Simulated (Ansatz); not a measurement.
# Glassy 85SiO2-15Na2O (mol %) (141 atoms) under strain: runs compared

How stiff is glassy 85SiO2-15Na2O (mol %) (141 atoms), and how do its levels respond to strain?

Computed with Ansatz 0.2.0: Kohn-Sham DFT, PBEsol, PAW (set soft_2), plane waves.

## Step 1: The cell as built

The cell holds 141 atoms: 40 Si, 14 Na and 87 O. Cell: a = 12.484 Å, b = 12.484 Å, c = 12.484 Å, α = 90.0°, β = 90.0°, γ = 90.0°. 141 atoms (40 Si, 14 Na, 87 O) placed at random at 2.32 g/cm³, melted at 4000 K for 10 ps at fixed volume with the Morse and Coulomb pair potential with partial charges (Pedone, Malavasi, Menziani, Cormack and Segre, J. Phys. Chem. B 110, 11780 (2006)). Quenched from 4000 K to 300 K at 100 K/ps and fixed volume, held 10 ps at zero pressure.

What the set-up can't give: The quench rate of 100 K/ps far exceeds what a furnace or splat quench reaches, so expect more defects and frozen-in strain than in a real sample. The network of bonds at the start is that of the classical potential that made the cell, and needn't be the one that DFT or experiment would give. The Brillouin zone is sampled at Γ only.

## Step 2: The reference run

The reference is a single point at the end of the relaxation.

Every strained cell starts from the geometry of this run, and its atoms are relaxed with the cell held.

Its input, with most atom lines left out:

```yaml
crystal:
  lattice:
    - [12.16203, 0.05239, 0.08075]
    - [0.05239, 12.32112, 0.09934]
    - [0.08075, 0.09934, 12.48313]
  atoms:
    - { symbol: Si, position: [0.97112, 0.46548, 0.0444] }
    - { symbol: Si, position: [0.23506, 0.33988, 0.78838] }
    - { symbol: Si, position: [0.32002, 0.30323, 0.07591] }
    - { symbol: Si, position: [0.89907, 0.47943, 0.63431] }
    - { symbol: Si, position: [0.04597, 0.67057, 0.56702] }
    - { symbol: Si, position: [0.95009, 0.77021, 0.13751] }
    - { symbol: Si, position: [0.23324, 0.37767, 0.5499] }
    [... atom lines 8 to 141 left out ...]
kpoints:
  mp_grid: { grid: [1, 1, 1] }
hamiltonian:
  xc: pbesol
scf:
  occupations: { method: fixed }
output:
  forces: true
  stress: true
  populations: intrinsic
  dos:
    method: { smearing: { sigma: 0.15 } }
    de: 0.1
    projected: { site_lists: { Na: [Na], O: [O], Si: [Si] } }
  eigenvalues: true
  write_density: true
  write_potential: true
  volumetric_format: npy
```

| Quantity | Value |
| --- | --- |
| free energy per atom | -669.9748 eV/atom |
| r.m.s. force component | 0.00579 eV/Å |
| pressure | -0.01599 GPa |

Filled and empty levels are parted by 3.45 eV (at Γ alone); a semilocal functional tends to put such gaps too low. In a disordered cell it changes from sample to sample, and tail or defect levels can set it.

## Step 3: The runs

Each row is one run, on 4 threads of Arm Neoverse V1, shared host. The free energy is the program's total, comparable only between runs with the same functional, potentials and atoms.

```csv
run,atoms,outcome,"ionic steps, all passes",free energy (eV),time,host memory (GiB)
Single point at the start,141,converged,-,-94452.023,34 s,2.7
Cell and atoms relaxed,141,converged,32,-94466.440,14 min,2.8
Single point at the relaxed geometry,141,converged,-,-94466.440,58 s,2.9
Volume -3 %,141,converged,6,-94466.197,3.8 min,2.8
Volume +3 %,141,converged,6,-94466.195,3.9 min,2.9
Volume -6 %,141,converged,11,-94465.443,6.9 min,2.6
Volume +6 %,141,converged,9,-94465.559,6.2 min,3.0
Volume -10 %,141,converged,14,-94463.562,8.1 min,2.5
Stretched by 1 % along x,141,converged,5,-94466.394,3.4 min,2.9
Compressed by 1 % along x,141,converged,7,-94466.395,4.8 min,2.8
Sheared by 2 % in xy,141,cut at the time limit,4,-94466.312,3.1 min,2.9
```

In some runs the program notes that the exchange-correlation potential is rough where the density is thin and the SCF threshold is loose for the stress.

## Step 4: Pressure against volume

Atoms are relaxed at each volume, in the scaled cell.

```csv
volume change (%),volume (Å³/atom),energy change (meV/atom),pressure (GPa),largest move on relaxing (Å),bonds,gap (eV)
-10,11.938,20.41,5.11,0.87,242,3.73
-6,12.469,7.07,2.91,0.55,238,3.62
-3,12.867,1.73,1.45,0.13,234,3.55
+0,13.265,0.00,-0.02,-,232,3.45
+3,13.663,1.74,-1.31,0.12,229,3.35
+6,14.061,6.25,-2.37,0.30,227,3.24
```

## Step 5: Uniaxial strain and shear

Stress (GPa, compression positive) less that of the relaxed cell, atoms relaxed:

```csv
strain,xx,yy,zz,xy,energy change (meV/atom)
stretched by 1 % along x,-0.811,-0.207,-0.222,0.007,0.32
compressed by 1 % along x,0.802,0.257,0.216,-0.011,0.32
```

## Step 6: Findings

The bulk modulus, from the slope of pressure against ln V over the three points nearest the relaxed volume, is 45.9 GPa; between neighbouring points the slope runs 50, 47, 48, 44 and 37 GPa from the smallest volume up, without a steady fall, so no pressure derivative is given. The count of bonds runs from 227 to 242 over the series, so at some points contacts cross the cutoffs. At -10 % and -6 % some atom moved by over 0.5 Å on relaxing, so those points may sit in another local minimum. The gap goes from 3.73 eV at the smallest volume to 3.24 eV at the largest, -3.0 eV per unit of ln V by a straight line, on the run's k-points. In the Cartesian axes of the cell, finite differences give C11 = 80.6, C12 = 23.2 and C13 = 21.9 GPa. The mean of C11, C12 and C13, which equals the bulk modulus in a cubic or isotropic solid, is 41.9 GPa: it agrees with the bulk modulus within 10 %.

Caveats: Strains are finite and relaxations stop at the force tolerance of the input, which can leave moduli too stiff; they are those of a static cell at zero temperature. Volumes are changed with the cell's shape held, so in an anisotropic solid the modulus lies over the one under free hydrostatic load. The program notes that the SCF threshold of the relaxations is loose for the stress.

The DFT runs together took 56 min of wall time.

[Logs are printed without paths, hosts, clocks, repeated set-up lines and the standing remarks that a program may print on its own settings, such as how far it seeks lower states.]

[Hosts, paths, dates, database ids (printed as entryN), source tags and the programs' standing remarks are cut or masked in the printed files.]
